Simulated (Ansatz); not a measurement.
# Sr3AlN3 (P6_3/m): band gap by G0W0 on PBE, part 2 of 2

How far does one-shot GW move the PBE gap of Sr3AlN3 (P6_3/m)?

Ansatz 0.2.0; PBE, then G0W0 on it, plane waves, PAW. Known limits of the many-body steps: finite bands, screening cutoff and k mesh; no spin-orbit coupling in G0W0.

So far. Step 2 (The PBE band structure): Over mesh and path the gap is 0.498 eV, direct, at k = Γ.

In doubt: masses and optical values from hybrid runs of this build are listed as unsure (in some of the runs), which bears on the screening that GW takes from such a start.

## 3. The quasiparticle correction

G0W0 replaces the xc potential by a self-energy built once from the orbitals of the start. Levels are corrected in the window of bands that the input names, at points of the mesh.

This step: G0W0 on PBE, plane waves, PAW; PAW set soft_1.

Input file input.yaml:

```yaml
crystal:
  lattice:
    - [7.6614142586, 0.0, 0.0]
    - [-3.8307071293, 6.6349793769, 0.0]
    - [0.0, 0.0, 5.395857]
  atoms:
    - { symbol: Sr, position: [0.927824, 0.640649, 0.25] }
    - { symbol: Sr, position: [0.712825, 0.072176, 0.25] }
    - { symbol: Sr, position: [0.359351, 0.287175, 0.25] }
    - { symbol: Sr, position: [0.072176, 0.359351, 0.75] }
    - { symbol: Sr, position: [0.287175, 0.927824, 0.75] }
    - { symbol: Sr, position: [0.640649, 0.712825, 0.75] }
    - { symbol: Al, position: [0.66666667, 0.33333333, 0.75] }
    - { symbol: Al, position: [0.33333333, 0.66666667, 0.25] }
    - { symbol: "N", position: [0.893933, 0.589504, 0.75] }
    - { symbol: "N", position: [0.695571, 0.106067, 0.75] }
    - { symbol: "N", position: [0.410496, 0.304429, 0.75] }
    - { symbol: "N", position: [0.106067, 0.410496, 0.25] }
    - { symbol: "N", position: [0.304429, 0.893933, 0.25] }
    - { symbol: "N", position: [0.589504, 0.695571, 0.25] }
kpoints:
  mp_grid: { grid: [3, 3, 4] }
hamiltonian:
  xc: pbe
  pseudopotentials: { kind: paw, azcp: { folder: soft_1 } }
scf:
  occupations: { method: fixed }
gw:
  n_empty_bands: 1031
  ecut_chi: 140.0
  qp_bands: [v4, c4]
  qp_kpoints: band_edges
  screening: { model: contour_deformation }
```

Launch:

```
ansatz run input.yaml --threads 2 --pin off --max-ram 92160MiB --backend cuda --events-out ev --progress --plain --runs-dir out --devices 1 --max-vram 13GiB
```

Numbers of over 12 decimals in the logs are rounded to 6 here.

The program printed:

```text
GPUs: using 1 of 1 available (devices: 1).
[...]
GPU FFT provider: cuFFT
GPU libraries: cuBLAS 13.8.2, cuFFT 12.4.0, cuSOLVER 12.3.4
Crystal: 14 atoms, lattice volume = 274.289 Å³
Basis set: ecut = 420 eV, 5329 PW (Γ)
Bands: 62, of which v1, the nominal top of the filled ones, is band 48 counted from 1 (47 counted from 0)
Symmetry: 12 space group operations
[...]
k-points: 9 of 36
[...]
GPU buffer pool allocated for 116640 grid points (all kernels)
[...]
SCF iter   1: F=—  HF=-24658.071080 eV  |F-HF|=—  |Δ(HF+E_count)|=         —  Δρ=4.28e-2  dr2=9.62e0  ethr=3.10e-3  ⟨swp⟩=6.1  Hψ=2126  notcnv=0  defer=100
[...]
SCF iter   9: F=-24655.477666 eV  HF=-24655.477666 eV  |F-HF|=1.04e-8  |Δ(HF+E_count)|=   7.19e-7  Δρ=3.84e-6  dr2=6.57e-8  ethr=1.04e-10  ⟨swp⟩=17.9  Hψ=4184  notcnv=0
SCF 1 converged in 9 iterations: F = -24655.477666 eV  dr2 = 6.57e-8
[...]
NSCF: frozen V_eff on 9 k-points
the band table was solved once the SCF had ended and its energy, with any forces and stress, was formed, with the checks that follow a solve (2573 applications of the Hamiltonian). They found nothing against the state; the energy, forces and stress were not computed again (output.eigenvalues in the input reference)
[...]
G₀W₀ screening: q 1/9
[... further progress lines ...]
[...]
SCF converged after 9 iterations
Free energy (F): -24655.477666 eV
[...]
Internal energy: -24655.477666 eV  (E = F + TS)
E sigma→0 (E₀):  -24655.477666 eV
Fermi energy:    7.260647 eV
[...]
--- Band table (eV; the first three rows and the last of 9) ---
  k-point 0: bands = [... 44 lower, 6.9914, 7.1741, 7.1741, 7.2606, 7.7569, 9.5315, 9.5575, 9.9305, ... 10 higher]
  k-point 1: bands = [... 44 lower, 6.9009, 6.9009, 6.9667, 7.1510, 8.4209, 9.3088, 9.6169, 9.9558, ... 10 higher]
  k-point 2: bands = [... 44 lower, 6.7832, 6.7832, 6.9926, 6.9926, 9.1109, 9.1109, 9.6356, 9.6356, ... 10 higher]
  k-point 8: bands = [... 44 lower, 6.7300, 6.7300, 6.7454, 6.7454, 9.2469, 9.2469, 9.8341, 9.8341, ... 10 higher]
--- G₀W₀: contour deformation, 8 samples at zero and on the imaginary axis and 2 off it, 36 q-points, 1031 empty bands' worth ---
  eigenvalues of the whole cell's RPA ε∞ on this k-mesh (on a slab, of 1 + 4πα/V) = 4.9016, 8.5736, 8.5736; static W/v taken at q = 0 is 0.136417
  bands read: the sum over 1079 bands ends inside a degenerate multiplet in 5 slots, whose members it reads at an even weight; the widest, k=2: bands 1077 to 1080 (counted from 1) at 3/4 each
  gw.qp_kpoints: band_edges: 9 of 9 stored k-points solved, in 1 pass; an edge of the gap read off the rows below is read off those points alone
    ik  band        ε_KS         Σx   Σc(E_QP)       V_xc       Z   E_QP_lin       E_QP  E_QP is
     0    45      6.9914   -18.9744     3.0501   -15.4722  0.6723     6.5185     6.5394  root
     0    46      7.1741   -19.3384     2.8510   -16.0536  0.6765     6.7232     6.7403  root
     0    47      7.1741   -19.3384     2.8510   -16.0536  0.6765     6.7232     6.7403  root
     0    48      7.2606   -19.7352     3.0711   -16.2552  0.6738     6.8373     6.8518  root
     0    49      7.7569    -6.6518    -3.0598    -9.7383  0.7515     7.7837     7.7836  root
     0    50      9.5315    -6.9613    -3.9333   -11.0574  0.7160     9.6958     9.6942  root
     0    51      9.5575    -5.8264    -3.8735    -9.9110  0.7451     9.7711     9.7686  root
     0    52      9.9305    -5.2965    -4.0461    -9.3903  0.7098     9.9784     9.9781  root
     1    45      6.9009   -19.5035     3.0519   -16.0191  0.6709     6.4504     6.4684  root
     1    46      6.9009   -19.5035     3.0519   -16.0191  0.6709     6.4504     6.4684  root
     1    47      6.9667   -19.1082     3.1106   -15.5463  0.6706     6.4943     6.5154  root
     1    48      7.1510   -19.4383     3.0650   -15.9510  0.6730     6.7124     6.7288  root
     1    49      8.4209    -6.7940    -3.1952   -10.0541  0.7436     8.4860     8.4857  root
     1    50      9.3088    -6.6084    -3.8248   -10.6070  0.7288     9.4844     9.4826  root
     1    51      9.6169    -6.4606    -3.8466   -10.4754  0.7226     9.7869     9.7851  root
     1    52      9.9558    -6.0053    -4.0429   -10.2525  0.7258    10.1626    10.1600  root
     2    45      6.7832   -19.3330     3.0889   -15.8109  0.6690     6.3312     6.3500  root
     2    46      6.7832   -19.3330     3.0889   -15.8109  0.6690     6.3312     6.3500  root
     2    47      6.9926   -19.1858     3.1127   -15.6304  0.6706     6.5299     6.5500  root
     2    48      6.9926   -19.1858     3.1127   -15.6304  0.6706     6.5299     6.5500  root
     2    49      9.1109    -7.1477    -3.7618   -11.1220  0.7253     9.3260     9.3234  root
     2    50      9.1109    -7.1477    -3.7618   -11.1220  0.7253     9.3260     9.3234  root
     2    51      9.6356    -4.7561    -3.7883    -8.5709  0.7374     9.6621     9.6621  root
     2    52      9.6356    -4.7561    -3.7883    -8.5709  0.7374     9.6621     9.6621  root
     3    45      6.9998   -19.0587     2.8593   -15.7558  0.6746     6.5373     6.5561  root
     3    46      7.1201   -19.6539     3.1109   -16.1229  0.6715     6.6837     6.6999  root
     3    47      7.1840   -19.2844     2.8255   -16.0291  0.6769     6.7377     6.7542  root
     3    48      7.1890   -19.2397     2.8122   -15.9996  0.6771     6.7449     6.7611  root
     3    49      8.7379    -8.2321    -3.0110   -11.3465  0.7298     8.8419     8.8414  root
     3    50      9.3766    -5.9432    -3.7704    -9.8262  0.7302     9.4899     9.4892  root
     3    51      9.4214    -6.9908    -3.8736   -11.0371  0.7203     9.5959     9.5941  root
     3    52      9.9033    -5.8774    -4.0077   -10.1340  0.7424    10.1562    10.1523  root
     4    45      6.8397   -19.1271     3.0884   -15.6118  0.6659     6.3946     6.4128  root
     4    46      6.8750   -19.3002     3.0751   -15.7986  0.6680     6.4309     6.4486  root
     4    47      6.9650   -19.5498     3.0702   -16.0546  0.6715     6.5232     6.5401  root
     4    48      7.0426   -19.5273     3.0856   -16.0151  0.6717     6.5988     6.6160  root
     4    49      9.0820    -7.4135    -3.3679   -10.9103  0.7274     9.2116     9.2108  root
     4    50      9.3727    -6.8396    -3.8488   -10.8705  0.7237     9.5567     9.5547  root
     4    51      9.4369    -6.3088    -3.7634   -10.2134  0.7267     9.5793     9.5781  root
     4    52     10.1520    -5.7772    -4.0703   -10.0542  0.7274    10.3616    10.3587  root
[...]
7    49      9.2740    -5.8214    -3.6022    -9.5362  0.7357     9.3872     9.3865  root
     7    50      9.3888    -7.3732    -3.7679   -11.3315  0.7188     9.5813     9.5791  root
     7    51      9.3888    -7.3732    -3.7679   -11.3315  0.7188     9.5813     9.5791  root
     7    52     10.2218    -5.1368    -4.1256    -9.4429  0.7369    10.4045    10.4023  root
     8    45      6.7300   -18.9435     3.1614   -15.3475  0.6616     6.2751     6.2954  root
     8    46      6.7300   -18.9435     3.1614   -15.3475  0.6616     6.2751     6.2954  root
     8    47      6.7454   -19.2492     3.1200   -15.7040  0.6650     6.3023     6.3202  root
     8    48      6.7454   -19.2492     3.1200   -15.7040  0.6650     6.3023     6.3202  root
     8    49      9.2469    -6.9834    -3.8266   -11.0075  0.7237     9.4467     9.4444  root
     8    50      9.2469    -6.9834    -3.8266   -11.0075  0.7237     9.4467     9.4444  root
     8    51      9.8341    -5.3487    -3.8612    -9.3265  0.7284     9.9516     9.9507  root
     8    52      9.8341    -5.3487    -3.8612    -9.3265  0.7284     9.9516     9.9507  root
```

Wall time 69 s (1 × NVIDIA H100 80GB HBM3 (shared by 6 runs) with 2 threads of AMD EPYC 7R13 (Zen 3), shared host); peak memory 3.9 GiB; 1.9 min of CPU time.

Numbers from this step:

```yaml
bands_summed: 1079
rpa_eps_infinity_on_this_mesh_eigenvalues: 4.902, 8.574, 8.574
plane_waves_in_the_screening_matrix: 1037
q_points_in_the_mesh: 36
g0w0_gap_over_the_corrected_points: 0.9319 eV
k_of_the_valence_top: 0, 0, 0
k_of_the_conduction_bottom: 0, 0, 0
starting_gap_on_the_mesh: 0.4963 eV
z_at_the_valence_top: 0.6738
z_at_the_conduction_bottom: 0.7515
least_direct_g0w0_gap_over_the_corrected_points: 0.9319 eV
```

Over all 9 irreducible mesh points the G0W0 gap is 0.932 eV, direct, at k = Γ. The PBE gap of this run on the mesh is 0.496 eV. The two states that bound the G0W0 gap lie that far apart at the start, so the correction of the gap is 0.932 − 0.496 = +0.436 eV. The start of this run differs from the step before in mesh (6×6×4 and 3×3×4).

Labels follow the order of the start: v1 is the top filled band, c1 the lowest empty one; levels that stay degenerate share a row, the window can cut a multiplet, doubted levels are not marked in this list, bands outside the window were not corrected, and the list may be a part of the corrected levels. The levels before and after the correction (eV, zero at the valence-band top of each column):

```tsv
	conduction bottom	valence top
Kohn-Sham	0.50	0.00
G0W0	0.93	0.00
```

```tsv
	level	occupation	energy (eV)
Kohn-Sham	Γ v4	2	-0.269
Kohn-Sham	Γ v3-v2	2	-0.087
Kohn-Sham	Γ v1	2	0.000
Kohn-Sham	Γ c1	0	0.496
Kohn-Sham	Γ c2	0	2.271
Kohn-Sham	Γ c3	0	2.297
Kohn-Sham	Γ c4	0	2.670
G0W0	Γ v4	2	-0.312
G0W0	Γ v3-v2	2	-0.111
G0W0	Γ v1	2	0.000
G0W0	Γ c1	0	0.932
G0W0	Γ c2	0	2.842
G0W0	Γ c3	0	2.917
G0W0	Γ c4	0	3.126
```

The parts of the quasiparticle energy for the two states that bound the G0W0 gap, in eV on the run's own scale (QP = start + Σx + Σc − Vxc, with Σc at the quasiparticle energy):

```tsv
edge	k	band	start	Σx	Σc	Vxc	Z	QP
valence top	Γ	48	7.261	−19.735	3.071	−16.255	0.674	6.852
conduction bottom	Γ	49	7.757	−6.652	−3.060	−9.738	0.751	7.784
```

## 4. Spin-orbit coupling in PBE

This run has two-component orbitals with spin-orbit coupling.

This step: DFT, PBE with spin-orbit coupling, plane waves, PAW; PAW set soft_1.

Edit input.yaml of step 3 so:

```diff
@@ -21,13 +21,24 @@
 kpoints:
-  mp_grid: { grid: [3, 3, 4] }
+  mp_grid: { grid: [6, 6, 4] }
+  band_path:
+    path:
+      - [0.0, 0.0, 0.0]
+      - [0.5, 0.0, 0.0]
+      - [0.33333333, 0.33333333, 0.0]
+      - [0.0, 0.0, 0.5]
+      - [0.5, 0.0, 0.5]
+      - [0.33333333, 0.33333333, 0.5]
+    npoints: 1
 hamiltonian:
   xc: pbe
-  pseudopotentials: { kind: paw, azcp: { folder: soft_1 } }
+  pseudopotentials: { kind: paw_fr, azcp: { folder: soft_1 } }
 scf:
-  occupations: { method: fixed }
-gw:
-  n_empty_bands: 1031
-  ecut_chi: 140.0
-  qp_bands: [v4, c4]
-  qp_kpoints: band_edges
-  screening: { model: contour_deformation }
+  occupations: { method: fermi_dirac, width: 0.02 }
+  n_extra_bands: 16
+magnetization:
+  noncollinear: true
+  spin_orbit: true
+output:
+  eigenvalues: true
+  forces: true
+  stress: true
```

The program printed:

```text
[...]
GPUs: using 1 of 1 available (devices: 1).
[...]
non-collinear run that drives no moment, with spin-orbit: no starting moment large enough to seed its density (crystal.atoms[].spin), no starting occupations that ask for one, no magnetisation constraint and no magnetic field, so the semilocal B_xc is pinned to zero
[...]
GPU FFT provider: cuFFT
GPU libraries: cuBLAS 13.8.2, cuFFT 12.4.0, cuSOLVER 12.3.4
Crystal: 14 atoms, lattice volume = 274.289 Å³
Basis set: ecut = 420 eV, 5329 PW (Γ), exchange–correlation on 108×108×80 points (8 copies of the dense FFT grid, shifted against one another)
Bands: 112, of which v1, the nominal top of the filled ones, is band 96 counted from 1 (95 counted from 0)
Symmetry: 12 space group operations + 12 with time reversal
[...]
k-points: 24 of 144
Projection manifold: j_resolved (fully-relativistic pseudo-atomic orbitals)
[...]
GPU buffer pool allocated for 116640 grid points (all kernels)
[...]
SCF iter   1: F=—  HF=-24661.779409 eV  |F-HF|=—  |Δ(HF+E_count)|=         —  Δρ=4.28e-2  dr2=9.61e0  dr2_m=0.00e0 (ungated)  ethr=3.10e-3  |M|=0.00e0 ∫|m|=0.00e0 μB  |m|>n=0.0e0 m-floor=0.0e0 τ_xc=0.0e0  β_m=0.30  ⟨swp⟩=11.5  Hψ=8504  notcnv=0  defer=24
[...]
spin=Noncollinear: Resta preconditioning applied to the charge; magnetization (m_x, m_y, m_z) channels mix plain (no charge-response kernel on spin).
[...]
Free energy (F): -24659.159123 eV
[...]
Internal energy: -24659.159123 eV  (E = F + TS)
E sigma→0 (E₀):  -24659.159123 eV
Entropy (-TS):   -0.000000 eV (-0.000 meV/atom)
Fermi energy:    7.521043 eV
[...]
--- Forces (eV/Å), atoms counted from 1 ---
  atom   1  Sr     0.02008143     0.00771471     0.00000000
  atom   2  Sr    -0.00335958    -0.02124839     0.00000000
  atom   3  Sr    -0.01672185     0.01353367     0.00000000
  atom   4  Sr    -0.02008143    -0.00771471     0.00000000
  atom   5  Sr     0.00335958     0.02124839     0.00000000
  atom   6  Sr     0.01672185    -0.01353367     0.00000000
  atom   7  Al    -0.00000000     0.00000000     0.00000000
  atom   8  Al     0.00000000    -0.00000000     0.00000000
  atom   9  N     -0.00496731     0.00676543     0.00000000
  atom  10  N      0.00834269     0.00091910     0.00000000
  atom  11  N     -0.00337538    -0.00768453     0.00000000
  atom  12  N      0.00496731    -0.00676543     0.00000000
  atom  13  N     -0.00834269    -0.00091910     0.00000000
  atom  14  N      0.00337538     0.00768453     0.00000000
  max |Σ_I F_I| component: 1.56e-17 eV/Å
--- Stress (GPa, compression-positive) ---
       -0.279218       0.000005       0.000000
       -0.000005      -0.279218       0.000000
        0.000000       0.000000      -0.307329
  P = ⅓ Tr σ = -0.2886 GPa (-2.886 kbar)
--- Band table (eV; the first three rows and the last of 24) ---
  k-point 0: bands = [... 92 lower, 7.1677, 7.1677, 7.2568, 7.2568, 7.7514, 7.7514, 9.5253, 9.5253, ... 12 higher]
  k-point 1: bands = [... 92 lower, 6.9598, 6.9598, 7.1439, 7.1439, 8.4149, 8.4149, 9.3025, 9.3025, ... 12 higher]
  k-point 2: bands = [... 92 lower, 6.9852, 6.9852, 6.9852, 6.9852, 9.1045, 9.1045, 9.1045, 9.1045, ... 12 higher]
  k-point 23: bands = [... 92 lower, 6.7357, 6.7357, 6.7405, 6.7405, 9.2348, 9.2348, 9.2462, 9.2462, ... 12 higher]
[key lines of the parts left out:]
SCF converged after 9 iterations
Magnetization: |M| = 0.0000 μB,  M = (+0.0000, +0.0000, +0.0000) μB
```

Wall time 11 s (1 × NVIDIA H100 80GB HBM3 (shared by 6 runs) with 2 threads); peak memory 1.1 GiB.

Numbers from this step:

```
pressure             : -0.2886 GPa
gap                  : 0.4946 eV
valence top at       : Γ
conduction bottom at : Γ
least direct gap     : 0.4946 eV
```

Over mesh and listed points the gap is 0.495 eV, direct, at k = Γ. PBE+SOC against PBE: 0.495 − 0.498 = −0.003 eV, with the same mesh, set of files (read in its fully relativistic form for the spin-orbit run) and cutoff, and both edges at the same k points. The spin-orbit run sees mesh and listed points alone, so its gap is an upper bound: the coupling can move an edge off these points, and the change over the zone, its sign included where it is small, is not known.

## 5. The runs together

Each gap is the least one over the points named; times are wall times on shared hosts, not benchmarks. A G0W0 time includes the run's own self-consistent start. Runs with listed points see these and the mesh alone, so an edge that moves elsewhere is missed. Rows marked * are further runs, not shown as steps, whose inputs differ from the G0W0 step on the same start in the columns given; solver thresholds can differ too.

```tsv
level	mesh	files, cutoff	bands summed, screening	points	gap (eV)	valence top	conduction bottom	least direct gap (eV)	time
PBE	6×6×4	soft_1 PAW, 420 eV	-	mesh and path	0.498	Γ	Γ	0.498	9.8 s
PBE+SOC	6×6×4	soft_1 PAW, 420 eV	-	mesh and listed points	0.495	Γ	Γ	0.495	11 s
G0W0@PBE*	3×3×4	soft_1 PAW, 420 eV	217, 42 eV	all 9 irreducible mesh points	0.566	Γ	Γ	0.566	22 s
G0W0@PBE*	3×3×4	soft_1 PAW, 420 eV	527, 84 eV	all 9 irreducible mesh points	0.788	Γ	Γ	0.788	38 s
G0W0@PBE	3×3×4	soft_1 PAW, 420 eV	1079, 140 eV	all 9 irreducible mesh points	0.932	Γ	Γ	0.932	69 s
G0W0@PBE*	3×3×2	soft_1 PAW, 420 eV	527, 84 eV	all 6 irreducible mesh points	0.761	Γ	Γ	0.761	16 s
G0W0@PBE*	3×3×4	soft_1 PAW, 420 eV	1079, 140 eV, plasmon pole	all 9 irreducible mesh points	0.911	Γ	Γ	0.911	2.5 min
```

## 6. What came out

```json
{
  "PBE gap over mesh and path": "0.498 eV, direct, at k = Γ",
  "G0W0@PBE gap over all 9 irreducible mesh points": "0.932 eV, direct, at k = Γ",
  "PBE+SOC gap over mesh and listed points": "0.495 eV",
  "GW settings": "3×3×4 mesh, 1031 empty bands, screening to 140 eV, PAW set soft_1 files",
  "known limits": "finite bands, screening cutoff and k mesh; no spin-orbit coupling in G0W0"
}
```

In words: Over all 9 irreducible mesh points the G0W0 gap is 0.932 eV, direct, at k = Γ. The PBE gap of this run on the mesh is 0.496 eV. The two states that bound the G0W0 gap lie that far apart at the start, so the correction of the gap is 0.932 − 0.496 = +0.436 eV. The valence state moves by 6.852 − 7.261 = −0.409 eV and the conduction state by 7.784 − 7.757 = +0.027 eV, on the run's own scale; with 217 bands the edge states move by +0.157 and +0.227 eV, so the split between the edges depends on the bands and cutoff. Both edges that PBE shows over mesh and path lie at k points where levels were corrected. Levels at other points were not corrected, so a lower G0W0 gap elsewhere in the zone is not ruled out. From 217 bands and 42 eV to 1079 bands and 140 eV the gap moves by 0.932 − 0.566 = +0.366 eV (rung by rung 0.566, 0.788, 0.932 eV); bands and screening cutoff rise together, so their parts are not told apart. A line in one over the bands through the two highest rungs gives 0.932 + (0.932 − 0.788) × 527 / (1079 − 527) = 1.069 eV, and through the pair below 0.788 + (0.788 − 0.566) × 217 / (527 − 217) = 0.943 eV. The two differ by 0.126 eV, not under the 0.030 eV asked, so the law does not hold well over these rungs and the limit is not known. With the 3×3×2 mesh in place of the 3×3×4 mesh and all else as in the G0W0@PBE row with 527 bands, the gap differs by 0.761 − 0.788 = −0.027 eV, and that of the start by 0.498 − 0.496 = +0.002 eV. With the plasmon pole model in place of the contour deformation model and all else as in the G0W0@PBE row with 1079 bands, the gap differs by 0.911 − 0.932 = −0.021 eV. G0W0 on other starts in this series, not shown as steps and not all at these settings: 1.486 eV on HSE06 (3×3×4, soft_1 PAW, 1079 bands, 140 eV) and 1.006 eV on LDA (3×3×4, soft_1 PAW, 1079 bands, 140 eV). PBE+SOC against PBE: 0.495 − 0.498 = −0.003 eV, with the same mesh, set of files (read in its fully relativistic form for the spin-orbit run) and cutoff, and both edges at the same k points. The spin-orbit run sees mesh and listed points alone, so its gap is an upper bound: the coupling can move an edge off these points, and the change over the zone, its sign included where it is small, is not known. What spin-orbit coupling does to the G0W0 levels was not computed, so no sum with the G0W0 gap is formed. The G0W0 runs are scalar-relativistic. G0W0@PBE runs of this series with other atomic data on the same mesh, not shown as steps, give 0.985 eV (hard PAW, 900 eV, 1585 bands, screening to 182 eV); where bands and cutoffs differ too, the part of the files is not isolated.

[Paths, hosts, dates, memory and timing lines, banners, echoed tables and standing remarks are left out of the program output.]

[Logs are printed without paths, hosts, clocks, repeated set-up lines and the standing remarks that a program may print on its own settings, such as how far it seeks lower states.]

[Runs of the session that timed out or met a known fault of the program may be left out.]

[Cells called generated may have been cut or substituted from an entry of the Crystallography Open Database or the Materials Project.]

[Hosts, paths, dates, database ids (printed as entryN), source tags and the programs' standing remarks are cut or masked in the printed files.]

[Where an RPA ε∞ is given, it is that of the G0W0 mesh and is not shown converged in it. Names of k-points follow the symmetry that the program found, which can be lower than the space group named. Band edges on a path are those of the sampled points; other points can move an edge, and change direct to indirect where valleys lie close.]

[Hybrid gaps are those of their k-mesh and are not shown converged in it.]
